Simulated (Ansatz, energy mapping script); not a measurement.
## Spin model of CrO2 from collinear orders

How strongly do the moments of CrO2 couple under PBE+U+V (3.5 eV)? The plan is to run several orders and fit a Heisenberg model.

Calculated with Ansatz 0.2.0; PBE with U = 3.5 eV on Cr d and V = 0.5 eV between Cr d and O p, ortho-atomic projectors; plane waves, U on orthogonalised atomic orbitals unless named otherwise, collinear spin, no spin–orbit coupling.

Most raw output is cut from this account.

### Step 1. Starting point

It takes space group P4_2/mnm (No. 136, tetragonal). Conventional cell: a = 4.421 Å, b = 4.421 Å, c = 2.917 Å, α = 90.00°, β = 90.00°, γ = 90.00°. Nearest to Cr lie 6 O at 1.88 to 1.92 Å. Nearest to O lie 3 Cr at 1.88 to 1.92 Å. Farther neighbours and most contacts between anions are not listed.

An inter-site V favours bonding between the shell and its ligands, which a U alone tends to weaken.

### Step 2. One set of occupation matrices for all orders

A corrected shell can settle in several orbital fillings. One parallel run, with an occupation width a fifth wider than the orders use, therefore is to supply the occupation matrices. All orders start from them.

input.yaml reads:

```yaml
crystal:
  lattice:
    - [4.421, 0.0, 0.0]
    - [0.0, 4.421, 0.0]
    - [0.0, 0.0, 2.917]
  atoms:
    - { symbol: Cr, position: [0.0, 0.0, 0.0], spin: 3.0 }
    - { symbol: Cr, position: [0.5, 0.5, 0.5], spin: 3.0 }
    - { symbol: O, position: [0.301, 0.301, 0.0] }
    - { symbol: O, position: [0.199, 0.801, 0.5] }
    - { symbol: O, position: [0.699, 0.699, 0.0] }
    - { symbol: O, position: [0.801, 0.199, 0.5] }
magnetization:
  spin_polarized: true
kpoints:
  mp_grid: { grid: [8, 8, 12] }
hamiltonian:
  xc: pbe
  hubbard:
    sites: [{ species: Cr, l: d, u_eff: 3.5 }, { species: O, l: p, u_eff: 0.0 }]
    v: [{ species: [Cr, O], l: [d, p], v: 0.5, r_cut: 2.641 }]
    projectors: ortho-atomic
scf:
  occupations: { method: fermi_dirac, width: 0.06 }
output:
  eigenvalues: true
```

Run with:

```console
ansatz run input.yaml --threads 4 --pin off --max-ram 14336MiB --backend cpu --events-out ev --progress --plain --runs-dir out
```

Run time: 22 s. Hardware: 4 threads of Arm Neoverse V1, shared host; peak memory 0.62 GiB.

Read from the output:

```yaml
final_state: ferromagnetic
electrons_in_the_corrected_shells: 4.291, 4.291, 4.850, 4.850, 4.850, 4.850 e
largest_moment: 1.925 μB
```

### Step 3. Run 1 (parallel; cell A, 12 atoms)

Each cell gets its own parallel run on the same mesh, so that most of the mesh error cancels in the differences.

input.yaml reads:

```yaml
crystal:
  lattice:
    - [4.421, 0.0, 0.0]
    - [0.0, 4.421, 0.0]
    - [0.0, 0.0, 5.834]
  atoms:
    - { symbol: Cr, position: [0.0, 0.0, 0.0], spin: 3.0 }
    - { symbol: Cr, position: [0.0, 0.0, 0.5], spin: 3.0 }
    - { symbol: Cr, position: [0.5, 0.5, 0.25], spin: 3.0 }
    - { symbol: Cr, position: [0.5, 0.5, 0.75], spin: 3.0 }
    - { symbol: O, position: [0.301, 0.301, 0.0] }
    - { symbol: O, position: [0.301, 0.301, 0.5] }
    - { symbol: O, position: [0.199, 0.801, 0.25] }
    - { symbol: O, position: [0.199, 0.801, 0.75] }
    - { symbol: O, position: [0.699, 0.699, 0.0] }
    - { symbol: O, position: [0.699, 0.699, 0.5] }
    - { symbol: O, position: [0.801, 0.199, 0.25] }
    - { symbol: O, position: [0.801, 0.199, 0.75] }
magnetization:
  spin_polarized: true
kpoints:
  mp_grid: { grid: [8, 8, 6] }
hamiltonian:
  xc: pbe
  hubbard:
    sites:
      - { species: Cr, l: d, u_eff: 3.5 }
      - { species: O, l: p, u_eff: 0.0 }
      - { site: 0, l: d, u_eff: 3.5, starting_ns: [{ spin: up, occupation_matrix: cr1_major }, { spin: down, occupation_matrix: cr1_minor }] }
      - { site: 1, l: d, u_eff: 3.5, starting_ns: [{ spin: up, occupation_matrix: cr1_major }, { spin: down, occupation_matrix: cr1_minor }] }
      - { site: 2, l: d, u_eff: 3.5, starting_ns: [{ spin: up, occupation_matrix: cr2_major }, { spin: down, occupation_matrix: cr2_minor }] }
      - { site: 3, l: d, u_eff: 3.5, starting_ns: [{ spin: up, occupation_matrix: cr2_major }, { spin: down, occupation_matrix: cr2_minor }] }
    v: [{ species: [Cr, O], l: [d, p], v: 0.5, r_cut: 2.641 }]
    projectors: ortho-atomic
    occupation_matrices:
      cr1_major:
        matrix:
          - [0.807, 0.0, 0.0, 0.0, 0.257]
          - [0.0, 0.64, 0.247, 0.0, 0.0]
          - [0.0, 0.247, 0.64, 0.0, 0.0]
          - [0.0, 0.0, 0.0, 0.648, 0.0]
          - [0.257, 0.0, 0.0, 0.0, 0.596]
      cr1_minor:
        matrix:
          - [0.152, 0.0, 0.0, 0.0, -0.093]
          - [0.0, 0.212, -0.085, 0.0, 0.0]
          - [0.0, -0.085, 0.212, 0.0, 0.0]
          - [0.0, 0.0, 0.0, 0.145, 0.0]
          - [-0.093, 0.0, 0.0, 0.0, 0.24]
      cr2_major:
        matrix:
          - [0.807, 0.0, 0.0, 0.0, -0.257]
          - [0.0, 0.64, -0.247, 0.0, 0.0]
          - [0.0, -0.247, 0.64, 0.0, 0.0]
          - [0.0, 0.0, 0.0, 0.648, 0.0]
          - [-0.257, 0.0, 0.0, 0.0, 0.596]
      cr2_minor:
        matrix:
          - [0.152, 0.0, 0.0, 0.0, 0.093]
          - [0.0, 0.212, 0.085, 0.0, 0.0]
          - [0.0, 0.085, 0.212, 0.0, 0.0]
          - [0.0, 0.0, 0.0, 0.145, 0.0]
          - [0.093, 0.0, 0.0, 0.0, 0.24]
scf:
  occupations: { method: fermi_dirac, width: 0.05 }
output:
  eigenvalues: true
```

Elapsed: 52 s, on 4 threads; peak memory 1.1 GiB; 3.4 min of CPU time.

Spin moment in the sphere by atom:

```
atom  spin moment in the sphere (μB)
 Cr1                            1.92
 Cr2                            1.92
 Cr3                            1.92
 Cr4                            1.92
  O5                           -0.19
  O6                           -0.19
  O7                           -0.19
  O8                           -0.19
  O9                           -0.19
 O10                           -0.19
 O11                           -0.19
 O12                           -0.19
```

The run ends ferromagnetic.

### Step 4. Order 2: compensated +−+−, cell A of 12 atoms

This order reverses 2 of the 2 neighbours at 2.92 Å, 4 of the 8 neighbours at 3.45 Å and 0 of the 4 neighbours at 4.42 Å, counted for an average magnetic atom.

input.yaml, as its differences from that of step 3:

```diff
@@ -7,5 +7,5 @@
     - { symbol: Cr, position: [0.0, 0.0, 0.0], spin: 3.0 }
-    - { symbol: Cr, position: [0.0, 0.0, 0.5], spin: 3.0 }
+    - { symbol: Cr, position: [0.0, 0.0, 0.5], spin: -3.0 }
     - { symbol: Cr, position: [0.5, 0.5, 0.25], spin: 3.0 }
-    - { symbol: Cr, position: [0.5, 0.5, 0.75], spin: 3.0 }
+    - { symbol: Cr, position: [0.5, 0.5, 0.75], spin: -3.0 }
     - { symbol: O, position: [0.301, 0.301, 0.0] }
@@ -29,5 +29,5 @@
       - { site: 0, l: d, u_eff: 3.5, starting_ns: [{ spin: up, occupation_matrix: cr1_major }, { spin: down, occupation_matrix: cr1_minor }] }
-      - { site: 1, l: d, u_eff: 3.5, starting_ns: [{ spin: up, occupation_matrix: cr1_major }, { spin: down, occupation_matrix: cr1_minor }] }
+      - { site: 1, l: d, u_eff: 3.5, starting_ns: [{ spin: up, occupation_matrix: cr1_minor }, { spin: down, occupation_matrix: cr1_major }] }
       - { site: 2, l: d, u_eff: 3.5, starting_ns: [{ spin: up, occupation_matrix: cr2_major }, { spin: down, occupation_matrix: cr2_minor }] }
-      - { site: 3, l: d, u_eff: 3.5, starting_ns: [{ spin: up, occupation_matrix: cr2_major }, { spin: down, occupation_matrix: cr2_minor }] }
+      - { site: 3, l: d, u_eff: 3.5, starting_ns: [{ spin: up, occupation_matrix: cr2_minor }, { spin: down, occupation_matrix: cr2_major }] }
     v: [{ species: [Cr, O], l: [d, p], v: 0.5, r_cut: 2.641 }]
```

Elapsed: 53 s, on 4 threads; peak memory 1 GiB; 3.5 min of CPU time.

Spin moment in the sphere by atom:

```
atom  spin moment in the sphere (μB)
 Cr1                            1.73
 Cr2                           -1.73
 Cr3                            1.73
 Cr4                           -1.73
  O5                           -0.08
  O6                            0.08
  O7                           -0.08
  O8                            0.08
  O9                           -0.08
 O10                            0.08
 O11                           -0.08
 O12                            0.08
```

The run ends antiferromagnetic, 180.23 meV a magnetic atom above the parallel order of its cell, a difference that unlike orbital or electronic states can set, not exchange alone (energies taken at zero occupation width, not the printed F).

### Step 5. Uncompensated +++− start in cell A (12 atoms)

This order reverses 1 of the 2 neighbours at 2.92 Å, 4 of the 8 neighbours at 3.45 Å and 0 of the 4 neighbours at 4.42 Å, counted for an average magnetic atom.

input.yaml, as its differences from that of step 4:

```diff
@@ -7,3 +7,3 @@
     - { symbol: Cr, position: [0.0, 0.0, 0.0], spin: 3.0 }
-    - { symbol: Cr, position: [0.0, 0.0, 0.5], spin: -3.0 }
+    - { symbol: Cr, position: [0.0, 0.0, 0.5], spin: 3.0 }
     - { symbol: Cr, position: [0.5, 0.5, 0.25], spin: 3.0 }
@@ -29,3 +29,3 @@
       - { site: 0, l: d, u_eff: 3.5, starting_ns: [{ spin: up, occupation_matrix: cr1_major }, { spin: down, occupation_matrix: cr1_minor }] }
-      - { site: 1, l: d, u_eff: 3.5, starting_ns: [{ spin: up, occupation_matrix: cr1_minor }, { spin: down, occupation_matrix: cr1_major }] }
+      - { site: 1, l: d, u_eff: 3.5, starting_ns: [{ spin: up, occupation_matrix: cr1_major }, { spin: down, occupation_matrix: cr1_minor }] }
       - { site: 2, l: d, u_eff: 3.5, starting_ns: [{ spin: up, occupation_matrix: cr2_major }, { spin: down, occupation_matrix: cr2_minor }] }
```

Run time: 95 s. Hardware: 4 threads; peak memory 1.5 GiB; 6.2 min of CPU time.

The run ends ferrimagnetic, 134.13 meV a magnetic atom above the parallel order of its cell, a difference that unlike orbital or electronic states can set, not exchange alone (energies taken at zero occupation width, not the printed F).

### Step 6. Order 4: parallel, cell B of 6 atoms

The parallel order again, as the reference for this cell.

input.yaml reads:

```yaml
crystal:
  lattice:
    - [0.0, 0.0, 2.917]
    - [4.421, 0.0, 0.0]
    - [0.0, 4.421, 0.0]
  atoms:
    - { symbol: Cr, position: [0.0, 0.0, 0.0], spin: 3.0 }
    - { symbol: Cr, position: [0.5, 0.5, 0.5], spin: 3.0 }
    - { symbol: O, position: [0.0, 0.301, 0.301] }
    - { symbol: O, position: [0.5, 0.199, 0.801] }
    - { symbol: O, position: [0.0, 0.699, 0.699] }
    - { symbol: O, position: [0.5, 0.801, 0.199] }
magnetization:
  spin_polarized: true
kpoints:
  mp_grid: { grid: [12, 8, 8] }
hamiltonian:
  xc: pbe
  hubbard:
    sites:
      - { species: Cr, l: d, u_eff: 3.5 }
      - { species: O, l: p, u_eff: 0.0 }
      - { site: 0, l: d, u_eff: 3.5, starting_ns: [{ spin: up, occupation_matrix: cr1_major }, { spin: down, occupation_matrix: cr1_minor }] }
      - { site: 1, l: d, u_eff: 3.5, starting_ns: [{ spin: up, occupation_matrix: cr2_major }, { spin: down, occupation_matrix: cr2_minor }] }
    v: [{ species: [Cr, O], l: [d, p], v: 0.5, r_cut: 2.641 }]
    projectors: ortho-atomic
    occupation_matrices:
      cr1_major:
        matrix:
          - [0.807, 0.0, 0.0, 0.0, 0.257]
          - [0.0, 0.64, 0.247, 0.0, 0.0]
          - [0.0, 0.247, 0.64, 0.0, 0.0]
          - [0.0, 0.0, 0.0, 0.648, 0.0]
          - [0.257, 0.0, 0.0, 0.0, 0.596]
      cr1_minor:
        matrix:
          - [0.152, 0.0, 0.0, 0.0, -0.093]
          - [0.0, 0.212, -0.085, 0.0, 0.0]
          - [0.0, -0.085, 0.212, 0.0, 0.0]
          - [0.0, 0.0, 0.0, 0.145, 0.0]
          - [-0.093, 0.0, 0.0, 0.0, 0.24]
      cr2_major:
        matrix:
          - [0.807, 0.0, 0.0, 0.0, -0.257]
          - [0.0, 0.64, -0.247, 0.0, 0.0]
          - [0.0, -0.247, 0.64, 0.0, 0.0]
          - [0.0, 0.0, 0.0, 0.648, 0.0]
          - [-0.257, 0.0, 0.0, 0.0, 0.596]
      cr2_minor:
        matrix:
          - [0.152, 0.0, 0.0, 0.0, 0.093]
          - [0.0, 0.212, 0.085, 0.0, 0.0]
          - [0.0, 0.085, 0.212, 0.0, 0.0]
          - [0.0, 0.0, 0.0, 0.145, 0.0]
          - [0.093, 0.0, 0.0, 0.0, 0.24]
scf:
  occupations: { method: fermi_dirac, width: 0.05 }
output:
  eigenvalues: true
```

Wall time 15 s (4 threads); peak memory 0.62 GiB.

The run ends ferromagnetic. For each magnetic atom its energy differs from the parallel run of the first cell by 0.00 meV, an error that one common reference would have brought in.

### Step 7. Order 5: compensated +−, cell B of 6 atoms

This order reverses 0 of the 2 neighbours at 2.92 Å, 8 of the 8 neighbours at 3.45 Å and 0 of the 4 neighbours at 4.42 Å, counted for an average magnetic atom.

input.yaml, as its differences from that of step 6:

```diff
@@ -7,3 +7,3 @@
     - { symbol: Cr, position: [0.0, 0.0, 0.0], spin: 3.0 }
-    - { symbol: Cr, position: [0.5, 0.5, 0.5], spin: 3.0 }
+    - { symbol: Cr, position: [0.5, 0.5, 0.5], spin: -3.0 }
     - { symbol: O, position: [0.0, 0.301, 0.301] }
@@ -23,3 +23,3 @@
       - { site: 0, l: d, u_eff: 3.5, starting_ns: [{ spin: up, occupation_matrix: cr1_major }, { spin: down, occupation_matrix: cr1_minor }] }
-      - { site: 1, l: d, u_eff: 3.5, starting_ns: [{ spin: up, occupation_matrix: cr2_major }, { spin: down, occupation_matrix: cr2_minor }] }
+      - { site: 1, l: d, u_eff: 3.5, starting_ns: [{ spin: up, occupation_matrix: cr2_minor }, { spin: down, occupation_matrix: cr2_major }] }
     v: [{ species: [Cr, O], l: [d, p], v: 0.5, r_cut: 2.641 }]
```

Elapsed: 26 s, on 4 threads; peak memory 0.81 GiB.

The run ends antiferromagnetic, 239.32 meV a magnetic atom above the parallel order of its cell, a difference that unlike orbital or electronic states can set, not exchange alone (energies taken at zero occupation width, not the printed F).

### Step 8. Order 6: parallel, cell C of 12 atoms

input.yaml, as its differences from that of step 7:

```diff
@@ -2,12 +2,18 @@
   lattice:
-    - [0.0, 0.0, 2.917]
-    - [4.421, 0.0, 0.0]
-    - [0.0, 4.421, 0.0]
+    - [0.0, -4.421, -2.917]
+    - [0.0, 4.421, -2.917]
+    - [4.421, 0.0, 2.917]
   atoms:
+    - { symbol: Cr, position: [0.5, 0.5, 0.0], spin: 3.0 }
     - { symbol: Cr, position: [0.0, 0.0, 0.0], spin: 3.0 }
-    - { symbol: Cr, position: [0.5, 0.5, 0.5], spin: -3.0 }
+    - { symbol: Cr, position: [0.25, 0.75, 0.5], spin: 3.0 }
+    - { symbol: Cr, position: [0.75, 0.25, 0.5], spin: 3.0 }
+    - { symbol: O, position: [0.5, 0.801, 0.301] }
     - { symbol: O, position: [0.0, 0.301, 0.301] }
-    - { symbol: O, position: [0.5, 0.199, 0.801] }
+    - { symbol: O, position: [0.949, 0.75, 0.199] }
+    - { symbol: O, position: [0.449, 0.25, 0.199] }
+    - { symbol: O, position: [0.5, 0.199, 0.699] }
     - { symbol: O, position: [0.0, 0.699, 0.699] }
-    - { symbol: O, position: [0.5, 0.801, 0.199] }
+    - { symbol: O, position: [0.551, 0.75, 0.801] }
+    - { symbol: O, position: [0.051, 0.25, 0.801] }
 magnetization:
@@ -15,3 +21,3 @@
 kpoints:
-  mp_grid: { grid: [12, 8, 8] }
+  mp_grid: { grid: [9, 9, 9] }
 hamiltonian:
@@ -23,3 +29,5 @@
       - { site: 0, l: d, u_eff: 3.5, starting_ns: [{ spin: up, occupation_matrix: cr1_major }, { spin: down, occupation_matrix: cr1_minor }] }
-      - { site: 1, l: d, u_eff: 3.5, starting_ns: [{ spin: up, occupation_matrix: cr2_minor }, { spin: down, occupation_matrix: cr2_major }] }
+      - { site: 1, l: d, u_eff: 3.5, starting_ns: [{ spin: up, occupation_matrix: cr1_major }, { spin: down, occupation_matrix: cr1_minor }] }
+      - { site: 2, l: d, u_eff: 3.5, starting_ns: [{ spin: up, occupation_matrix: cr2_major }, { spin: down, occupation_matrix: cr2_minor }] }
+      - { site: 3, l: d, u_eff: 3.5, starting_ns: [{ spin: up, occupation_matrix: cr2_major }, { spin: down, occupation_matrix: cr2_minor }] }
     v: [{ species: [Cr, O], l: [d, p], v: 0.5, r_cut: 2.641 }]
```

It took 59 s on 4 threads; peak memory 1.3 GiB.

The run ends ferromagnetic. For each magnetic atom its energy differs from the parallel run of the first cell by -0.05 meV, an error that one common reference would have brought in.

(Part 1 of 2 ends here.)

[Logs and program files are shortened in this print: banners, set-up blocks, solver, clock and traceback lines can be left out without a mark of their own.]

[Logs are printed without paths, hosts, clocks, repeated set-up lines and the standing remarks that a program may print on its own settings, such as how far it seeks lower states.]

[Hosts, paths, dates, database ids (printed as entryN), source tags and the programs' standing remarks are cut or masked in the printed files.]

[Where a cell is said to come from a database of computed structures, the database is the Materials Project.]
